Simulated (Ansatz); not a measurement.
# Ag3TeF (built on the sites of a database entry of Ag3SI): following an unstable mode

Which phase does Ag3TeF (built on the sites of a database entry of Ag3SI) fall into along its unstable mode, and how much energy does it gain?

Method: DFT PBE, scalar-relativistic, plane waves, norm-conserving pseudopotentials, in Ansatz 0.2.0.

This is a report of a sequence of runs, with most program output left out.

The structure was built from a prototype and need not be the compound's stable phase.

**1. The structure**

Symmetry: Pm-3m, No. 221, cubic system. Conventional cell: a = 5.275 Å, b = 5.275 Å, c = 5.275 Å, α = 90.00°, β = 90.00°, γ = 90.00°. Nearest to Ag lie 2 Te at 2.64 Å. Nearest to Te lie 6 Ag at 2.64 Å. Nearest to F lie 12 Ag at 3.73 Å. Farther neighbours and most contacts between anions are not listed.

**2. Linear response at the zone centre**

The cell comes from relaxations at this level that are not shown. The zone centre is the only wavevector solved here; it holds the modes that light can see, as far as symmetry allows. The response to a homogeneous field gives the Born charges and the dielectric tensor, and its change with displacement the Raman tensors.

input.yaml reads:

```yaml
crystal:
  lattice:
    - [5.2749394314, 0.0, 0.0]
    - [0.0, 5.2749394314, 0.0]
    - [0.0, 0.0, 5.2749394314]
  atoms:
    - { symbol: Ag, position: [0.5, 0.5, 0.0] }
    - { symbol: Ag, position: [0.0, 0.5, 0.5] }
    - { symbol: Ag, position: [0.5, 0.0, 0.5] }
    - { symbol: Te, position: [0.5, 0.5, 0.5] }
    - { symbol: F, position: [0.0, 0.0, 0.0] }
kpoints:
  mp_grid: { grid: [6, 6, 6] }
hamiltonian:
  xc: pbe
  pseudopotentials: { kind: nc }
scf:
  occupations: { method: fixed }
output:
  eigenvalues: true
phonons:
  method: dfpt
  dielectric: true
  rigid_motions: translations
  raman: true
```

The run is started by

```console
$ ansatz run input.yaml --threads 8 --pin off --max-ram 14336MiB --backend cpu --events-out ev --progress --plain --runs-dir out
```

Run time: 5.3 min. Hardware: 8 threads of Intel Xeon 6975P-C (Granite Rapids), shared host; peak memory 9.6 GiB; 39 min of CPU time.

Numbers from this step:

| Quantity | Value |
| --- | --- |
| gap on the k-mesh | 1.205 eV |
| volume per atom | 29.36 Å³ |
| sum-rule residual before enforcement | 0.001101 eV/Å² |
| miss of the charge sum rule | 0.003072 e |
| estimated error of the dielectric tensor | 0.03030 |
| estimated error of the Born charges | 0.02843 e |
| point group | m-3m |
| highest optical mode at the zone centre (no LO-TO term) | 217.8 cm⁻¹ |
| lowest optical zone-centre mode | -116.6 cm⁻¹ |
| mean high-frequency dielectric constant | 5.593 |
| largest Born charge (third of the trace) | -1.712 e |
| top of the zone-centre spectrum with the field | 219.4 cm⁻¹ |

Without the LO-TO term. Patterns of degenerate modes are one choice out of their space. Modes at Γ, with each element's share of the kinetic energy (negative means imaginary):

```
mode  frequency (cm⁻¹)  symmetry  Ag %  Te %  F %
   1            -116.6       T1u    16     1   83
   2            -116.6       T1u    16     1   83
   3            -116.6       T1u    16     1   83
   4             -57.1       T2u   100     0    0
   5             -57.1       T2u   100     0    0
   6             -57.1       T2u   100     0    0
   7             -52.5       T1u    59    28   13
   8             -52.5       T1u    59    28   13
   9             -52.5       T1u    59    28   13
  10               0.0  acoustic    69    27    4
  11               0.0  acoustic    69    27    4
  12               0.0  acoustic    69    27    4
  13             217.8       T1u    56    44    0
  14             217.8       T1u    56    44    0
  15             217.8       T1u    56    44    0
```

Displacements in mode 1 (-116.6 cm⁻¹), the largest set to 1:
```
Ag1  0.00 -0.02  0.03
Ag2  0.00 -0.02 -0.13
Ag3  0.00  0.01 -0.13
Te4  0.00  0.01  0.04
F5   0.00  0.19  1.00
```

Displacements in mode 5 (-57.1 cm⁻¹), the largest set to 1:
```
Ag1  0.01 -0.07  0.00
Ag2  0.00  0.07  1.00
Ag3 -0.01  0.00 -1.00
Te4  0.00  0.00  0.00
F5   0.00  0.00  0.00
```

Before it was imposed, the acoustic sum rule was missed by 0.0011 eV/Å² and the charge sum rule by 0.0031 e. Small misses are needed for a sound result but don't prove that mesh and cutoff are converged. The lowest optical mode is imaginary, 116.6i cm⁻¹, so the energy falls along it.

The log warns of the k mesh: “the force constants stand on the 6×6×6 k-mesh, whose period is 13.61 times the interband length at k = (0.0000, -0.5000, -0.5000), direct gap 1.700 eV, under 14: take them and everything formed from them as unconverged”.

**3. The mode frozen in, largest atomic shift 0 Å**

The mode followed lies at Γ with frequency 116.6i cm⁻¹ and is 3-fold degenerate, the softest among the wavevectors solved. At small amplitude the distorted cell has space group no. 160 by a symmetry search on the positions. The undistorted cell that holds it gives the zero of energy on the same k mesh.

Edit input.yaml of step 2 so:

```diff
@@ -17,9 +17,6 @@
 scf:
-  occupations: { method: fixed }
+  occupations: { method: gaussian, width: 0.02 }
 output:
+  forces: true
+  stress: true
   eigenvalues: true
-phonons:
-  method: dfpt
-  dielectric: true
-  rigid_motions: translations
-  raman: true
```

Run time: 4 s. Hardware: 8 threads; peak memory 1.9 GiB; 30 s of CPU time.

This step gave:

- pressure: -1.12e-5 GPa
- energy from the undistorted cell: 0 meV/atom

At this level the gap is 1.20 eV on the k-mesh of the self-consistent run, which can miss the band edges.

**4. The mode frozen in, largest atomic shift 0.6 Å**

The atoms are moved along the unstable eigenvector, the largest shift by 0.6 Å, with the cell fixed.

input.yaml, the sections that differ from step 3:

```yaml
crystal:
  lattice:
    - [5.2749394314, 0.0, 0.0]
    - [0.0, 5.2749394314, 0.0]
    - [0.0, 0.0, 5.2749394314]
  atoms:
    - { symbol: Ag, position: [0.4915874906, 0.5084125094, -0.001832113] }
    - { symbol: Ag, position: [0.001832113, 0.5084125094, 0.5084125094] }
    - { symbol: Ag, position: [0.4915874906, -0.001832113, 0.5084125094] }
    - { symbol: Te, position: [0.5028966694, 0.4971033306, 0.4971033306] }
    - { symbol: F, position: [0.0656709268, -0.0656709268, -0.0656709268] }
# kpoints, hamiltonian, scf, output: as in step 3
```

Elapsed: 9.3 s, on 8 threads; peak memory 2 GiB.

This step gave:

| Property | Result |
| --- | --- |
| pressure | 6.11e-4 GPa |
| gap on the k-mesh | 1.425 eV |
| energy from the undistorted cell | -40.84 meV/atom |

The energy, extrapolated to zero smearing, is -40.84 meV/atom against the undistorted cell.

The run ends at a pressure of 0.00 GPa, with forces up to 0.55 eV/Å.

**5. Energy along the mode, all amplitudes (two of the runs are shown above)**

An imaginary frequency means negative curvature, so the energy should fall and then rise again as anharmonic terms take over.

This step gave:

- depth at the lowest point sampled: 40.84 meV/atom
- largest atomic shift at that point: 0.6 Å

Energy from the parent against largest atomic shift:

```
largest atomic shift (Å)  energy from the parent (meV/atom)
                   0.000                                  0
                   0.040                             -0.183
                   0.080                             -0.731
                   0.140                              -2.24
                   0.220                              -5.53
                   0.320                              -11.7
                   0.450                              -23.1
                   0.600                              -40.8
```

Displacement at unit largest shift by atom:

```
atom   x (Å)   y (Å)   z (Å)   size
 Ag1  -0.074   0.074  -0.016  0.106
 Ag2   0.016   0.074   0.074  0.106
 Ag3  -0.074  -0.016   0.074  0.106
 Te4   0.025  -0.025  -0.025  0.043
  F5   0.577  -0.577  -0.577  0.999
```

The lowest of the steps tried is the last one, at 0.6 Å, 40.8 meV/atom below the parent; the bottom of the well need not coincide with a step.

**6. Relaxing from the distorted cell**

Starting from the lowest point found, all atoms and the cell are let go, so that strain and other modes of the same symmetry can join in.

Edit input.yaml of step 4 so:

```diff
@@ -17,3 +17,3 @@
 scf:
-  occupations: { method: gaussian, width: 0.02 }
+  occupations: { method: fixed }
 output:
@@ -22 +22,6 @@
   eigenvalues: true
+relax:
+  adjacent_minimum: "off"
+  f_tol: 0.002
+  max_steps: 120
+  cell: { stress_tol: 0.03 }
```

It took 2.2 min on 8 threads; peak memory 2.2 GiB; 16 min of CPU time.

Relaxation path:

```
step  energy less that of the first step (eV)  largest force component (eV/Å)  pressure (GPa)  volume (Å³)
   1                                   0.0000                          0.3199            0.00       146.78
   2                                  -0.2814                          0.4516           -0.30       147.78
   3                                  -0.7318                          0.4663           -0.26       147.06
   4                                  -1.1066                          0.2923            0.64       146.09
   5                                  -1.1530                          0.1275           -0.55       149.20
   6                                  -1.2050                          0.0406           -0.92       146.26
   7                                  -1.2580                          0.1367           -0.05       138.77
   8                                  -1.3251                          0.0933           -0.22       132.12
   9                                  -1.3864                          0.2024           -0.06       126.41
  10                                  -1.4531                          0.1588            0.37       119.19
  11                                  -1.4507                          0.1705           -0.26       116.47
  12                                  -1.4660                          0.0154            0.02       117.81
  13                                  -1.4662                          0.0048            0.03       117.58
  14                                  -1.4661                          0.0176           -0.05       117.83
  15                                  -1.4662                          0.0028            0.00       117.70
  16                                  -1.4662                          0.0004            0.00       117.71
 17*                                  -1.4655                          0.0004            0.01       117.71
```

Relaxation steps marked * repeat the geometry before them on a plane-wave basis chosen anew for their cell, so energy and pressure can jump there. Relaxation steps 11, 14 were tried and not accepted.

The run keeps the 6 symmetry operations that it works with, so distortions that break them were not tested.

```
     cell as run  before   after   change
           a (Å)   5.275   5.023   -4.8 %
           b (Å)   5.275   5.023   -4.8 %
           c (Å)   5.275   5.023   -4.8 %
           α (°)   90.00  101.57  +12.9 %
           β (°)   90.00   78.43  -12.9 %
           γ (°)   90.00   78.43  -12.9 %
volume (Å³/atom)   29.36   23.54  -19.8 %
```

The atoms that moved most (Å, as changes of fractional coordinates times the final cell):

```
atom      dx      dy      dz  length
 Te4   0.472  -0.472  -0.472   0.817
 Ag3  -0.319  -0.191   0.319   0.490
 Ag1  -0.319   0.319  -0.191   0.490
 Ag2   0.191   0.319   0.319   0.490
  F5  -0.025   0.025   0.025   0.044
```

This step gave:

```
pressure          : 0.006965 GPa
gap on the k-mesh : 1.107 eV
volume per atom   : 23.54 Å³
```

The distorted start has space group R3m; the relaxation ends in R3m.

**7. The new phase in its own primitive cell**

The relaxed structure is symmetrised, reduced to its primitive cell and relaxed tightly, as its phonons need.

input.yaml reads:

```yaml
crystal:
  lattice:
    - [3.8914480875, 2.2467286009, 2.2439332699]
    - [-3.8914480875, 2.2467286009, 2.2439332699]
    - [0.0, -4.4934572018, 2.2439332699]
  atoms:
    - { symbol: Ag, position: [0.4224097179, 0.0253154463, 0.4224097179] }
    - { symbol: Ag, position: [0.4224097179, 0.4224097179, 0.0253154463] }
    - { symbol: Ag, position: [0.0253154463, 0.4224097179, 0.4224097179] }
    - { symbol: Te, position: [0.6242658662, 0.6242658662, 0.6242658662] }
    - { symbol: F, position: [0.0591739422, 0.0591739422, 0.0591739422] }
kpoints:
  mp_grid: { grid: [9, 9, 9] }
hamiltonian:
  xc: pbe
  pseudopotentials: { kind: nc }
scf:
  occupations: { method: fixed }
output:
  forces: true
  stress: true
  eigenvalues: true
relax:
  adjacent_minimum: "off"
  f_tol: 0.001
  max_steps: 60
  cell: { stress_tol: 0.01 }
```

The job ended after 69 s (8 threads; peak memory 2.4 GiB).

Little changed from the start: no atom moved by 0.005 Å and no cell edge by 0.1 %.

Numbers from this step:

```
pressure           : 5.07e-4 GPa
gap on the k-mesh  : 1.130 eV
volume per atom    : 23.55 Å³
direct gap on mesh : 1.148 eV
```

The largest force component left is 0.64 meV/Å and the pressure is 0.001 GPa, within the tolerances set. The cell now holds 23.55 Å³/atom.

**8. Modes of the new phase, k-mesh 9×9×9**

A relaxed structure may still be a saddle point, so its zone-centre modes are computed. The response to a homogeneous field gives the Born charges and the dielectric tensor, and its change with displacement the Raman tensors.

input.yaml reads:

```yaml
crystal:
  lattice:
    - [3.8925226499, 2.2473489998, 2.243101845]
    - [-3.8925226499, 2.2473489998, 2.243101845]
    - [0.0, -4.4946979995, 2.243101845]
  atoms:
    - { symbol: Ag, position: [0.422408252, 0.0251450325, 0.422408252] }
    - { symbol: Ag, position: [0.422408252, 0.422408252, 0.0251450325] }
    - { symbol: Ag, position: [0.0251450325, 0.422408252, 0.422408252] }
    - { symbol: Te, position: [0.6242049255, 0.6242049255, 0.6242049255] }
    - { symbol: F, position: [0.0594082285, 0.0594082285, 0.0594082285] }
kpoints:
  mp_grid: { grid: [9, 9, 9] }
hamiltonian:
  xc: pbe
  pseudopotentials: { kind: nc }
scf:
  occupations: { method: fixed }
output:
  eigenvalues: true
phonons:
  method: dfpt
  dielectric: true
  rigid_motions: translations
  raman: true
```

Run time: 1.6 s. Hardware: 8 threads; peak memory 0.41 GiB.

The program refused the input before any cycle.

The program's message: “memory limit exceeded: the `dfpt response` phase of `zone-centre response` needs 18.76 GiB against the run's memory maximum of 14.00 GiB; largest carriers: field vectors 8.37 GiB, scf state 3.35 GiB, …”

**9. Modes of the new phase, k-mesh 9×9×9 (run 2)**

A relaxed structure may still be a saddle point, so its zone-centre modes are computed. The response to a homogeneous field gives the Born charges and the dielectric tensor.

Edit input.yaml of step 8 so:

```diff
@@ -24,2 +24 @@
   rigid_motions: translations
-  raman: true
```

Wall time 1.6 s (8 threads); peak memory 0.39 GiB.

The program refused the input before any cycle.

The program's message: “memory limit exceeded: the `dfpt response` phase of `zone-centre response` needs 18.76 GiB against the run's memory maximum of 14.00 GiB; largest carriers: field vectors 8.37 GiB, scf state 3.35 GiB, …”

**10. What came out**

| Item | Value |
| --- | --- |
| unstable mode of the parent | q = (0, 0, 0), 117i cm⁻¹ |
| depth at the lowest point sampled | 40.8 meV/atom |
| largest atomic shift at that point | 0.6 Å |
| space group reached (within 0.01 Å) | R3m |
| energy gained over the parent (first relaxation, on the mesh of the frozen mode) | 334 meV/atom |
| volume per atom, phase reached | 23.5 Å³ |
| gap on the k-mesh, phase reached | 1.13 eV |

In words: From this start the structure relaxes into R3m, 334 meV/atom below the parent. At the parent's cell the well is 40.84 meV/atom deep on the steps tried, with its lowest point at a shift of 0.6 Å. That is the last step tried, so the steps alone don't bracket the bottom of the well. Relaxing atoms and cell changes the gain by +293.10 meV/atom against the lowest step (energies at zero smearing). Most of the total comes from this relaxation. The frozen pattern makes up only 21 % of the final shifts of the atoms, so other modes or strain give most of the change. The modes of the phase reached were not computed on this path. Of the 5 patterns followed to their end from this parent, this one ends 19.3 meV/atom above the lowest, R32. Each path keeps the symmetry of its pattern, so a lower phase may lie along a pattern not tried. With the field response the log warns that the k mesh is coarse for the force constants too, so the frequencies may not be converged. Spin-orbit coupling is left out, which can matter for the heavy elements here. The starting cell was built on a prototype and not taken from a measurement, so the phase need not exist.

[Logs are printed without paths, hosts, clocks, repeated set-up lines and the standing remarks that a program may print on its own settings, such as how far it seeks lower states.]

[Hosts, paths, dates, database ids (printed as entryN), source tags and the programs' standing remarks are cut or masked in the printed files.]
